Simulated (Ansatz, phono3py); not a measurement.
# Heat carried by phonons in KCl (Sylvite, Fm-3m), part 5 of 5

How well does the lattice of KCl (Sylvite) conduct heat?

Experimental results on record:
- thermal conductivity 7.1 W/m/K near room temperature (given in “Combining the AFLOW GIBBS and Elastic Libraries to efficiently and robustly screen thermo-mechanical properties of solids”, 2017, arXiv:1611.05714)
- thermal conductivity 7.1 W/m/K near room temperature (given in “Predicting the lattice thermal conductivity of solids by solving the Boltzmann transport equation: AFLOW - AAPL an automated, accurate and efficient framework”, 2017, arXiv:1611.05481)

Ansatz 0.2.0; DFT LDA, scalar-relativistic, plane waves, PAW; PAW set soft_1.

So far, κ at 300 K (relaxation time) (W/m/K): step 6 (a cheap rung) 10.6. Also highest frequency (cm⁻¹): step 6 222. The relaxed cell has a = 6.077 Å (conventional setting).

**7. Third-order constants and the Boltzmann equation, k-mesh 6×6×6, third order supercell 3×3×3 (continued)**

300 K; a sample spread over frequency. Mode lifetimes, by row, the first 40 of 90 rows:

```csv
q1,q2,q3,branch,frequency (THz),rms speed (km/s),three-phonon rate (1/ps),isotope rate (1/ps),lifetime (ps),mean free path (nm)
0,0.0588,0.0588,1,0.33,1.67,0.00391,3.37e-7,256,427
0,0.0588,-0.1176,1,0.851,2.99,0.0807,4.71e-5,12.4,37
0.0588,0.1176,0.2353,1,1.071,2.53,0.069,1.26e-4,14.5,36.7
0,0.1176,-0.1765,1,1.28,2.34,0.052,2.69e-4,19.1,44.8
0.1176,0.2353,0.3529,1,1.44,1.63,0.0287,4.60e-4,34.2,55.7
0.0588,0.2353,0.2941,2,1.515,3.17,0.141,6.12e-4,7.06,22.4
0.1176,0.2941,0.4118,1,1.643,1.5,0.0375,9.28e-4,26.1,39
0,0.0588,-0.1176,3,1.712,3.92,0.165,0.0013,6.01,23.5
0,0.0588,0.2353,2,1.788,3.13,0.297,0.00155,3.34,10.5
0,0.0588,-0.1765,2,1.857,3.11,0.436,0.00174,2.29,7.12
0,0,0.2353,1,1.922,3.27,0.34,0.00188,2.92,9.55
0,0.1176,0.2941,2,1.983,3.27,0.225,0.00211,4.4,14.4
0,0.3529,0.4706,2,2.072,2.79,0.0711,0.00246,13.6,37.9
0.0588,0.2941,-0.2353,1,2.139,1.62,0.0457,0.00264,20.7,33.6
0.1765,0.4706,-0.3529,1,2.224,1.42,0.0409,0.00299,22.8,32.4
0.0588,0.1765,-0.2941,1,2.295,2.63,0.22,0.00321,4.49,11.8
0.1176,0.4118,-0.3529,1,2.358,1.87,0.121,0.0035,8.06,15.1
0,0.0588,0.3529,1,2.425,2.65,0.367,0.00365,2.7,7.16
0.2353,0.4706,-0.2941,1,2.496,1.36,0.0402,0.00426,22.5,30.7
0,0.4118,-0.4118,2,2.553,3.32,0.0956,0.00451,9.99,33.2
0.0588,0.2941,-0.4118,1,2.624,2.21,0.281,0.00487,3.49,7.71
0,0.1176,-0.2353,2,2.668,2.8,0.449,0.00454,2.2,6.16
0,0.3529,-0.3529,2,2.733,1.16,0.0425,0.00476,21.1,24.5
0,0.1765,0.1765,3,2.814,4.22,0.164,0.00582,5.88,24.8
0.1176,0.4118,-0.4118,2,2.864,3.27,0.228,0.00713,4.26,13.9
0,0.1765,-0.4706,1,2.905,2.22,0.334,0.00561,2.94,6.52
0,0.2941,-0.3529,2,2.956,2.09,0.315,0.00548,3.12,6.52
0.0588,0.2353,-0.4118,2,3.026,2.25,0.227,0.00668,4.28,9.64
0.1765,0.4118,-0.4118,2,3.085,1.07,0.205,0.00642,4.72,5.03
0,0.0588,0.4118,2,3.128,2.24,0.394,0.00692,2.49,5.58
0.0588,0.1765,-0.4118,2,3.174,2.1,0.369,0.0067,2.66,5.58
0.1765,0.4118,-0.4118,3,3.22,1.62,0.213,0.00812,4.52,7.32
0.0588,0.1765,-0.2941,2,3.278,2.53,0.386,0.00602,2.55,6.47
0.1176,0.2353,-0.4706,2,3.357,1.09,0.329,0.00597,2.99,3.24
0,0,0.4706,2,3.411,1.86,0.396,0.00659,2.48,4.61
0,0.2353,-0.2941,2,3.463,1.03,0.368,0.00249,2.7,2.78
0.0588,0.3529,-0.3529,3,3.545,3.37,0.151,0.00585,6.4,21.6
0,0.2353,0.4706,3,3.618,2.39,0.218,0.00772,4.43,10.6
0.0588,0.2353,-0.1765,3,3.706,2.99,0.211,0.0101,4.52,13.5
0.0588,0.2353,0.4706,3,3.774,2.2,0.276,0.0195,3.38,7.42
```

Without the LO-TO term. Gamma linewidths, by row:

```csv
branch,frequency (cm⁻¹),three-phonon rate (1/ps),isotope rate (1/ps),FWHM (cm⁻¹)
4,161.2,0.182,0.0533,1.25
5,161.2,0.182,0.0533,1.25
6,161.2,0.182,0.0533,1.25
```

W/m/K, third of the trace; RTA populations with a boundary rate v/L added to each mode (Matthiessen's rule). Kappa by grain size, by row:

```csv
T (K),bulk,10 nm,30 nm,100 nm,300 nm,1000 nm,10000 nm,100000 nm
100,29.48,4.921,10.19,17.54,23.14,26.78,29.11,29.44
300,10.31,3.976,6.369,8.433,9.484,10.01,10.27,10.3
600,5.251,2.813,3.923,4.684,5.019,5.173,5.242,5.25
```

W/m/K, third of the trace; RTA populations with the isotope rates scaled. Kappa by mass disorder, by row:

```csv
T (K),no isotopes,as typed,variance x 3,variance x 10,variance x 30
100,32.68,29.48,25.4,18.54,11.96
300,10.72,10.31,9.643,8.122,6.041
600,5.359,5.251,5.059,4.552,3.699
```

At 300 K the relaxation-time value is 10.4 W/(m K).

**8. Levels and costs side by side**

Ladder, by row:

```csv
cells or q mesh,k mesh,pair cutoff,atoms in the supercell,q-mesh of the transport sums,κ at 300 K (relaxation time) (W/m/K),κ at 300 K (full solution) (W/m/K),core-minutes
4x4x4,4x4x4,3.189,16,11×11×11,10.64,13.59,5.2
6x6x6,6x6x6,4.447,54,17×17×17,10.41,14.04,163.7
```

**9. What came out**

| Item | Value |
| --- | --- |
| highest frequency | 221.7 cm⁻¹ |
| Debye temperature from the second moment | 247 K |
| κ at 300 K (relaxation time) | 10.41 W/m/K |
| κ at 300 K (full solution) | 14.04 W/m/K |
| mean free path at half of κ | 17 nm |
| share of κ above the three lowest branches | 0.124 |

**Reading.** The lattice of KCl (Sylvite) conducts 14.0 W/(m K) at 300 K by LDA (mean over directions, full solution). The full solution lies +35 % from the relaxation-time value at 300 K, a sign that momentum-conserving scattering matters. Above 300 K the relaxation-time κ falls as T^-0.95, near the 1/T law of three-phonon scattering. Grains of 100 nm would keep 82 % of the bulk value at 300 K, and grains of 1 µm 97 %. Removing the natural isotope disorder raises κ at 300 K by 4 %. The first rung (16 atoms, cutoff 3.19 Å) gave 10.6 W/(m K) by relaxation time for 0.032 times the cost of the last; short cutoffs miss scattering channels and can err either way, and the meshes changed too. A measured thermal conductivity near room temperature is 7.1 W/m/K (arXiv:1611.05714); the calculated 14.0 W/m/K differs by +98 %. The relaxed cell is 10 % smaller in volume than the database cell, which stiffens most phonons and usually raises κ; no run here tested that. Four-phonon, defect and boundary scattering, which are left out, would lower the calculated value; thermal expansion is left out too. The sum rules changed one orbit of cubic constants by up to 11 %; by the manual a large change points to a short cutoff or, on a small and distant orbit, to noisy forces. Below 100 K the values hang on the q-mesh and, in a real crystal, on its size. The conductivities include the coherence part between close branches; the shares for grains, isotopes, branches and paths are of the relaxation-time populations alone. Cubic couplings among atoms farther apart than the pair cutoff are dropped, and neither the cutoff nor the q-mesh was shown to be converged here. The PAW files were made for PBE and are used here under another functional, for which the program regenerates the frozen cores. The cell of these runs is 10 % smaller in volume than the database cell; frequencies and all that rests on them shift with it.

[Logs are printed without paths, hosts, clocks, repeated set-up lines and the standing remarks that a program may print on its own settings, such as how far it seeks lower states.]

[Hosts, paths, dates, database ids (printed as entryN), source tags and the programs' standing remarks are cut or masked in the printed files.]

[A step with changed settings may run another functional than the one named; its input shows which.]
